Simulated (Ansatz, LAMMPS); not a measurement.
# Convergence of a linear-scaling basis for liquid (Cs,K,Li)F at 1400 K (82 atoms), part 2 of 2

Wanted: errors and times of a linear-scaling basis for liquid (Cs,K,Li)F at 1400 K (82 atoms). A setting counts as converged where the r.m.s. difference of forces stays under 1 % of the r.m.s. force.

Ansatz 0.2.0; Kohn-Sham DFT, PBE, PAW (set soft_2), plane waves.

The cell: 15 Cs, 8 K, 18 Li and 41 F. The starting topology of bonds comes from the classical model. The ion parameters were fitted for water, not for melts. Only the Γ point is sampled, in a cell whose shortest periodic width is 13 Å. The levels lack spin–orbit coupling.

So far. Step 4 (Support functions low): Forces differ from the reference by 0.45 meV/Å r.m.s., 0.11 % of their size, well within a tolerance of 1 %; the energy by -3.8 meV/atom. It took roughly 5.9 times the reference's time (one timing each, with unlike analyses asked), in 17 cycles against 9.

## (5) Support functions medium

The cell is solved in localised support functions. Besides, the program derives a nominal cutoff of 631 eV for this run, against the reference's 420.

This step: Kohn-Sham DFT, PBE, PAW (set soft_2), localised support functions (medium) (Ansatz 0.2.0).

input.yaml reads:

```yaml
crystal:
  lattice:
    - [12.9563, 0.0, 0.0]
    - [0.0, 12.9563, 0.0]
    - [0.0, 0.0, 12.9563]
  atoms:
    [... the 82 atom lines of step 3 ...]
kpoints:
  mp_grid: { grid: [1, 1, 1] }
hamiltonian:
  xc: pbe
scf:
  occupations: { method: gaussian, width: 0.05 }
  eigensolver: { kind: { support_functions: { accuracy: medium } } }
  max_iter: 150
output:
  forces: true
  eigenvalues: true
```

Started as:

```
> ansatz run input.yaml --threads 4 --pin off --max-ram 8192MiB --backend cpu --events-out ev --progress --plain --runs-dir out
```

Output:

```text
[...]
Warning: basis.ecutwfc = 631 eV, auto-derived: no grid that the accuracy of the support functions lays serves the files at the lower one that their records recommend; a deck with other species or settings can derive another value
[...]
Crystal: 82 atoms, lattice volume = 2174.918 Å³
Basis set: ecut = 631 eV, 78229 PW (Γ), exchange–correlation on 240×240×240 points (8 copies of the dense FFT grid, shifted against one another)
Bands: 329, of which v1, the nominal top of the filled ones, is band 274 counted from 1 (273 counted from 0)
Symmetry: 1 space group operations
k-points: 1
[...]
SCF iter   1: F=—  HF=-134321.484303 eV  |F-HF|=—  |Δ(HF+E_count)|=         —  Δρ=1.04e-1  dr2=3.72e2  ethr=1.00e-1
[...]
SCF iter  18: F=—  HF=-134282.574927 eV  |F-HF|=—  |Δ(HF+E_count)|=   1.15e-6  Δρ=4.85e-6  dr2=1.89e-6  ethr=1.06e-9  κ⁻¹=1.9e-4(r=7)
SCF iter  19: F=-134282.574926 eV  HF=-134282.574926 eV  |F-HF|=2.65e-7  |Δ(HF+E_count)|=   2.43e-7  Δρ=4.22e-6  dr2=6.52e-7  ethr=3.44e-10
SCF 1 converged in 19 iterations: F = -134282.603081 eV  dr2 = 6.52e-7
[...]
SCF converged after 19 iterations
[...]
Free energy (F): -134282.603081 eV
[...]
Internal energy: -134282.603081 eV  (E = F + TS)
E sigma→0 (E₀):  -134282.603081 eV
Fermi energy:    1.937017 eV
[...]
Σ components = -134282.603081   (vs F -134282.603081, Δ=0.00e0)
--- Forces (eV/Å), atoms counted from 1 ---
  atom   1  Cs    -0.02139577     0.41577585    -0.24213310
  atom   2  Cs    -0.31628158    -0.47404860     0.32049373
  atom   3  Cs     0.02863037     0.25113523    -0.27197851
  atom   4  Cs    -0.34547007    -0.15823903    -0.25182266
[...]
atom  82  F      0.50826349     0.10665154    -0.19798678
  max |Σ_I F_I| component: 3.43e-3 eV/Å
--- Band table (eV) ---
[...]
```

Run time: 6.5 min. Hardware: 4 threads of Arm Neoverse V1, shared host; peak memory 7 GiB; 26 min of CPU time.

Keys that differ from the reference: support_functions.accuracy = "medium" and scf.max_iter = 150.

Forces differ from the reference by 0.46 meV/Å r.m.s., 0.11 % of their size, well within a tolerance of 1 %; the energy by -3.9 meV/atom. It took roughly 11 times the reference's time (one timing each, with unlike analyses asked), in 19 cycles against 9.

## (6) Support functions medium, radius 3.7 Å

The radius confines each support function; a larger one gives more freedom and more work per atom.

input.yaml, the sections that differ from step 5:

```yaml
scf:
  occupations: { method: gaussian, width: 0.05 }
  eigensolver: { kind: { support_functions: { accuracy: medium, radius: 3.7 } } }
  max_iter: 150
# crystal, kpoints, hamiltonian, output: as in step 5
```

Output:

```text
Warning: scf.eigensolver.kind.support_functions: disabling space-group detection — the functions' gradient is summed over unrotated k-points, so no spatial operation reduces the k-mesh or symmetrises the density; time reversal is kept, so that k and −k are solved as one point where they differ and the mesh holds both, and exact exchange and, on two spinor components, a DFT+U term hold to it where the run has them: [...]
Warning: basis.ecutwfc = 631 eV, auto-derived: no grid that the accuracy of the support functions lays serves the files at the lower one that their records recommend; a deck with other species or settings can derive another value
settings of this run that can trade accuracy for cost: scf.eigensolver.kind.support_functions [...]
Engine: ansatz 0.2.0, aarch64-unknown-linux-gnu
Pseudopotentials: kind: paw
Pseudopotential: Cs, paw, valence charge 9, recommended cutoff 420 eV (normal), Cs.paw.azcp
Pseudopotential: K, paw, valence charge 9, recommended cutoff 420 eV (normal), K.paw.azcp
Pseudopotential: Li, paw, valence charge 3, recommended cutoff 420 eV (normal), Li.paw.azcp
Pseudopotential: F, paw, valence charge 7, recommended cutoff 420 eV (normal), F.paw.azcp
[... 5 lines on functional and potentials left out ...]
Error: SCF: the radius of support functions is under 4.14 Å, the least for these sites at the functions' level (scf.eigensolver.kind.support_functions.accuracy). Use scf.eigensolver.kind: auto, or type scf.eigensolver.kind.support_functions.radius at least as long, [...]
```

Wall time 7.2 s (4 threads); peak memory 0.69 GiB; 23 s of CPU time.

The program refuses radii under 4.14 Å for these atoms at this level.

## (7) A changed input

A doubtful change is made on purpose, to see how the program answers.

This step: Kohn-Sham DFT, PBE, PAW (set soft_2), plane waves (Ansatz 0.2.0).

input.yaml, the sections that differ from step 6:

```yaml
scf:
  occupations: { method: fermi_dirac, width: 5.0 }
  max_iter: 100
output:
  forces: true
# crystal, kpoints, hamiltonian: as in step 6
```

Output:

```text
band count auto-derived: 3805 (N_el = 548.0; filled up to band 274; 356 by the electrons, moments and atoms)
[...]
Crystal: 82 atoms, lattice volume = 2174.918 Å³
Basis set: ecut = 420 eV, 42499 PW (Γ), exchange–correlation on 180×180×180 points (8 copies of the dense FFT grid, shifted against one another)
Bands: 3805, of which v1, the nominal top of the filled ones, is band 274 counted from 1 (273 counted from 0)
Symmetry: 1 space group operations
[...]
k-points: 1
[...]
SCF iter   1: F=—  HF=-135620.276142 eV  |F-HF|=—  |Δ(HF+E_count)|=         —  Δρ=2.01e-1  dr2=1.35e3  ethr=1.77e-3  ⟨swp⟩=33.0  Hψ=74145  notcnv=0
[...]
SCF iter   8: F=-135370.982804 eV  HF=-135370.982805 eV  |F-HF|=2.88e-7  |Δ(HF+E_count)|=   2.47e-5  Δρ=3.99e-6  dr2=6.92e-7  ethr=1.82e-10  ⟨swp⟩=3.0  Hψ=9589  notcnv=0
SCF 1 converged in 8 iterations: F = -135370.982804 eV  dr2 = 6.92e-7
[...]
SCF converged after 8 iterations
Free energy (F): -135370.982804 eV
[...]
Internal energy: -132898.354661 eV  (E = F + TS)
E sigma→0 (E₀):  -134134.668732 eV
Entropy (-TS):   -2472.628144 eV (-30154.002 meV/atom)
Fermi energy:    -1.458067 eV
[...]
--- Forces (eV/Å), atoms counted from 1 ---
  atom   1  Cs    -0.93448705     0.30791834    -0.24128401
  atom   2  Cs    -0.68972861     0.51934393     0.48525228
  atom   3  Cs     0.30583350     0.77198098    -1.39138774
  atom   4  Cs    -1.34415811    -1.04127984    -1.58893441
  atom   5  Cs     0.40751834    -0.28543975     0.47881460
  atom   6  Cs    -1.59431087    -1.36601877     0.22495237
  atom   7  Cs     1.16069094     2.01817391     0.56593789
  atom   8  Cs    -1.91105772    -0.56257597    -0.07179004
  atom   9  Cs     0.65331066     0.34373787    -0.05394606
  atom  10  Cs    -0.05011091    -1.68418761     0.04547627
  atom  11  Cs     0.33802267    -2.20335477     0.96948011
  atom  12  Cs    -0.34649401     2.17849538    -0.53620435
  atom  13  Cs    -1.00781269    -1.50674338     1.09677570
  atom  14  Cs     1.18186061     0.00651067     0.75803048
[...]
atom  81  F     -0.88838420    -0.46208792    -0.21601019
  atom  82  F     -0.87447538    -0.71088315    -0.80577936
  max |Σ_I F_I| component: 3.62e-4 eV/Å
```

It took 19 min on 4 threads; peak memory 7.5 GiB.

The program notes that it cut back its work space to fit the memory limit.

The SCF closed, but on a changed input, so its numbers are not taken as the system's.

The fault in the input: a smearing of electronvolts (scf.occupations = {"method": "fermi_dirac", "width": 5.0}). The fix is to set scf.occupations back to {"method": "gaussian", "width": 0.05}.

Against the plane-wave single point:

```
r.m.s. difference of force components : 832.4 meV/Å
longest difference of force vectors   : 2604 meV/Å
force difference over r.m.s. force    : 204.1 %
```

## (8) What each setting buys

Differences are against the plane-wave reference (Kohn-Sham DFT, PBE, PAW (set soft_2), plane waves), whose r.m.s. force component is 0.408 eV/Å. Energies are set beside the reference only for runs with its functional, potentials and electron count. Times are for 4 threads of Arm Neoverse V1, shared host. The reference's time includes the DOS, the stress and grids, which some other runs skip.

```
                     run  Δ force, r.m.s. (meV/Å)  share of r.m.s. force (%)  Δ energy (meV/atom)  Δ gap (eV)  cycles     time  host memory (GiB)
               reference                        -                          -                    -           -       9     36 s                2.5
   support functions low                    0.451                      0.111                -3.84     -0.0037      17  3.6 min                5.0
support functions medium                    0.464                      0.114                -3.94     -4.0e-4      19  6.5 min                7.0
```

## (9) What the reference run shows

The comparisons rest on this run, so its electronic structure is set out here.

Length of the force by element and coordination:

| element | coordination | atoms | mean length of the force (eV/Å) | spread | least | most |
| --- | --- | --- | --- | --- | --- | --- |
| Cs | all | 15 | 0.604 | 0.240 | 0.269 | 1.34 |
| F | all | 41 | 0.645 | 0.216 | 0.292 | 1.11 |
| K | all | 8 | 0.696 | 0.297 | 0.360 | 1.26 |
| Li | all | 18 | 0.69 | 0.373 | 0.210 | 1.38 |

Intrinsic-atomic-orbital charges by element and coordination:

```csv
element,coordination,atoms,mean charge (e),spread,least,most
Cs,all,15,0.941,0.0136,0.919,0.972
F,all,41,-0.859,0.0202,-0.901,-0.822
K,all,8,0.853,0.0119,0.841,0.875
Li,all,18,0.794,0.018,0.768,0.825
```

Density of states as counts of states in windows of 1 eV (from the Fermi level), total and the larger projections:

```csv
from (eV),to (eV),total,F p,Cs p,K p
-14,-13,28.2,0.1,0.1,28.0
-13,-12,7.8,0.1,0.0,7.7
-12,-10,0.0,0.0,0.0,0.0
-10,-9,7.9,0.1,7.6,0.0
-9,-8,43.7,1.1,42.0,0.0
-8,-7,37.5,1.5,35.5,0.0
-7,-6,0.9,0.0,0.9,0.0
-6,-5,1.0,1.0,0.0,0.0
-5,-4,12.1,11.4,0.1,0.0
-4,-3,103.1,98.4,1.0,0.1
-3,-2,120.6,116.1,1.6,0.1
-2,-1,9.2,8.9,0.1,0.0
-1,1,0.0,0.0,0.0,0.0
1,2,2.0,0.0,0.0,0.0
2,3,6.9,0.3,0.1,0.0
3,4,22.6,0.7,0.2,0.0
4,5,44.4,1.0,0.2,0.0
```

Between -26 and -14 eV lie 124 more states.

The levels nearest the highest filled one (over half full), pooled over k-points and spins:

```
level less the highest filled one (eV)  occupation
                                -0.289           2
                                -0.271           2
                                -0.261           2
                                -0.211           2
                                -0.184           2
                                     0           2
                                  3.43           0
                                  3.97           0
                                  4.58           0
                                  4.63           0
                                  4.72           0
                                  4.94           0
```

Electrostatic potential energy in the ac plane at fractional y = 0.342, with atoms of Cs and K and Li and F within 0.2 Å of it. With pseudopotentials it is smooth inside the atoms' cores, unlike the true potential.

Values in eV, 13 rows by 16 columns, each cell a mean:
```
  5   6   7   7   8   7   5   3   5   6   2 -15 -18   0   5   5
  5   4   4   5   7   8   7   7   6   5   4   4   4   0  -4   7
  5   3   2   2   4   6   7   6   5   1   1   5   7  -7 -17   7
  5   4   3   4   4   1  -6  -2   3   2   3   6   7   7   7   6
 -5   1   5   6   4 -12 -21 -20  -1   4   6   7  -6   1   5   0
-20 -13   5   7   5  -5 -18 -13   1   4   5   6 -14  -4   3 -19
-18  -7   5   7   7   5   4   4   4   4   4   5   7   7   3 -13
  3   4   0   0   1 -21   0   5   5   5   5   5   6   6   6   4
  7   4 -14 -18   2  -6   3  -8 -10   5   7   6   6   6   6   7
  5   6   2   1   4   7   5  -6  -8   4   6   6   6   6   6   7
  6   6   5   3   3   6 -11  -1   6   6   6   5   4   4   5   6
  5   6   6   3  -1   4 -10   0   7   6   4   1   0   2   3   4
  5   7   1   3   5   6   4   2   5   5   1 -19 -23  -3   3   4
```
Columns run along a (13.0 Å; values clipped at the 3rd and 97th percentile), rows up along c (13.0 Å). Atoms in or near the plane, at fractional coordinates: Cs at (0.01, 0.55), Cs at (0.41, 0.63), K at (0.75, 0.00), Li at (0.50, 0.30), Li at (0.19, 0.35), F at (0.34, 0.39), F at (0.88, 0.82).

Valence density in the ac plane at fractional y = 0.342, with atoms of Cs and K and Li and F within 0.2 Å of it. It is the smooth field of the valence electrons, not physical close to the nuclei.

Ten steps, logarithmic in the rise over the least value, from '0' (0.00 × 1e0 e/Å³) to '9' (9.80 × 1e0 e/Å³), each cell a mean:
```
0000123321000000000000001467764100000
0000001100000011100000000134432110000
0000000000000123210000000001111344210
0000011100000123210000001110014798621
0000011110000011100000012221114798631
0000011110000001100000012221012354310
0000000000001233321000001110000111000
0000000000013455543100000001222100000
3321000011124543454200000013676410123
5543100011113554553200000025898521245
2354210000012344432100000013576311355
4454210000001111110000000001121101345
4432100000123221000000000000000000134
1110000001368752000000000000000000001
0000015522479963100000000000000000000
1110048851256642135410000000000000000
3332114520011110168720000000000000001
3432100000000000035400000000000000002
2221000000000123211000000000000000001
0000000000001468742000000000000000000
0000000000002489852000000000000000000
0000011111101346531000000011110000000
0000234421000011110000000245642000000
0001245531000000000000001467874100000
```
Columns run along a (13.0 Å), rows up along c (13.0 Å). Atoms in or near the plane, at fractional coordinates: Cs at (0.01, 0.55), Cs at (0.41, 0.63), K at (0.75, 0.00), Li at (0.50, 0.30), Li at (0.19, 0.35), F at (0.34, 0.39), F at (0.88, 0.82).

Mean intrinsic-atomic-orbital charges: Cs +0.94, F -0.86, K +0.85, Li +0.79 e.

## (10) Local order

These statistics describe the geometry on which the runs were made.

Density 2.45 g/cm³, 26.52 Å³ an atom.

g(r), total and by pair (bins of 0.2 Å):

```
r (Å)  total   F-F  F-Li  F-Cs   F-K  Li-Li  Li-Cs
 1.70   0.08  0.00  0.37  0.00  0.00   0.00   0.00
 1.90   1.24  0.00  5.63  0.00  0.00   0.00   0.00
 2.10   1.47  0.00  6.71  0.00  0.00   0.00   0.00
 2.30   0.53  0.00  2.40  0.00  0.00   0.00   0.00
 2.50   0.58  0.00  1.52  0.43  1.67   0.00   0.00
 2.70   0.98  0.13  0.17  2.87  3.65   0.69   0.00
 2.90   1.04  0.74  0.28  2.50  2.21   1.21   0.39
 3.10   1.37  1.50  0.36  2.77  1.98   1.66   1.00
 3.30   1.19  1.50  0.21  1.32  1.47   1.49   1.77
 3.50   1.07  1.52  0.49  0.70  0.64   3.48   1.06
 3.70   1.25  1.64  0.86  1.02  1.17   1.58   2.09
 3.90   0.91  1.35  0.70  0.74  0.18   0.69   0.64
 4.10   1.09  1.48  0.56  0.84  0.15   2.56   1.35
 4.30   0.82  1.00  0.51  0.77  0.42   0.29   1.04
 4.50   0.72  0.61  0.75  0.55  0.64   1.06   0.94
 4.70   1.16  0.93  1.12  0.83  1.29   1.22   1.73
 4.90   0.98  0.86  1.54  0.71  0.67   0.00   1.19
 5.10   0.91  0.83  1.31  0.55  1.21   0.42   1.10
 5.30   1.10  0.95  1.22  1.00  1.61   0.37   0.93
 5.50   1.04  0.96  1.47  0.98  1.30   0.35   0.42
 5.70   0.89  0.63  1.20  0.99  1.21   0.83   0.59
 5.90   1.13  1.09  1.05  1.29  1.22   1.08   1.19
 6.10   0.87  0.89  0.95  1.14  0.84   0.72   0.69
 6.30   0.98  1.32  0.68  1.20  0.59   0.81   1.05
```

The surroundings of K23, one of the 8 K atoms, nearest first, numbered as they follow in the input and with coordinates relative to it.

| atom | x | y | z | distance (Å) | intrinsic-atomic-orbital charge (e) | Fx | Fy | Fz (eV/Å) |
| --- | --- | --- | --- | --- | --- | --- | --- | --- |
| K23 | 0.00 | 0.00 | 0.00 | 0.00 | 0.87 | -0.48 | 0.18 | -0.41 |
| F57 | 1.68 | -0.03 | -2.28 | 2.83 | -0.87 | 0.30 | -0.59 | 0.79 |
| F76 | -2.50 | 1.43 | -0.75 | 2.98 | -0.85 | 0.73 | -0.80 | -0.26 |
| F53 | -0.78 | -1.18 | -2.77 | 3.11 | -0.83 | -0.63 | 0.21 | 0.58 |
| F68 | 0.52 | 2.54 | 2.15 | 3.36 | -0.85 | 0.26 | -0.26 | 0.04 |
| Li41 | -1.62 | 0.61 | -2.90 | 3.38 | 0.78 | 0.18 | 0.12 | 0.11 |
| F63 | -2.06 | -2.98 | -0.02 | 3.62 | -0.86 | -0.47 | 0.17 | -0.40 |
| Li28 | 1.00 | -1.71 | -3.22 | 3.78 | 0.77 | 0.28 | 0.94 | -0.23 |
| Li32 | 2.39 | 2.23 | 2.02 | 3.84 | 0.81 | -0.16 | 1.07 | 0.85 |
| Li27 | -2.78 | -2.17 | -1.68 | 3.90 | 0.80 | -0.09 | 0.37 | -0.01 |
| Li40 | -3.94 | 0.62 | -0.09 | 3.99 | 0.79 | -0.71 | -0.34 | 0.07 |
| Cs9 | 0.17 | -3.59 | 2.34 | 4.29 | 0.94 | 0.08 | -0.34 | -0.24 |
| Cs10 | 3.92 | 1.77 | -0.90 | 4.40 | 0.95 | 0.11 | -0.45 | -0.30 |

## (11) Outcome

| Property | Result |
| --- | --- |
| free energy per atom | -1637.5888 eV/atom |
| pressure | -2.169 GPa |
| r.m.s. force component | 0.4079 eV/Å |
| gap (highest filled to lowest empty level) | 3.433 eV |
| wall time of the 4 DFT runs | 29 min |

In words: Against plane waves at 420 eV, the forces differ by 0.46 meV/Å (0.11 %) with support functions medium. At 82 atoms the fastest of the runs at a preset level, support functions low, takes roughly 5.9 times the time of plane waves (whose run also made extra analyses), in 17 SCF cycles against 9. Differences between support functions and plane waves include what basis error the plane-wave run still has.

The highest filled and lowest empty levels differ by 3.43 eV (at Γ alone); a semilocal functional tends to put such gaps too low. In a disordered cell it changes from sample to sample and from frame to frame.

Caveats: The force components of 0.41 eV/Å r.m.s. reflect the temperature of the frame as well as the gap between the generating potential and DFT. The pressure of -2.2 GPa is that of one thermal frame, in which the classical model's bond lengths enter as well as the volume, without the kinetic term. The pressure of a single frame lacks the kinetic term.

[Long decimals in the printed logs are rounded to 6 places.]

[Logs are printed without paths, hosts, clocks, repeated set-up lines and the standing remarks that a program may print on its own settings, such as how far it seeks lower states.]

[Hosts, paths, dates, database ids (printed as entryN), source tags and the programs' standing remarks are cut or masked in the printed files.]
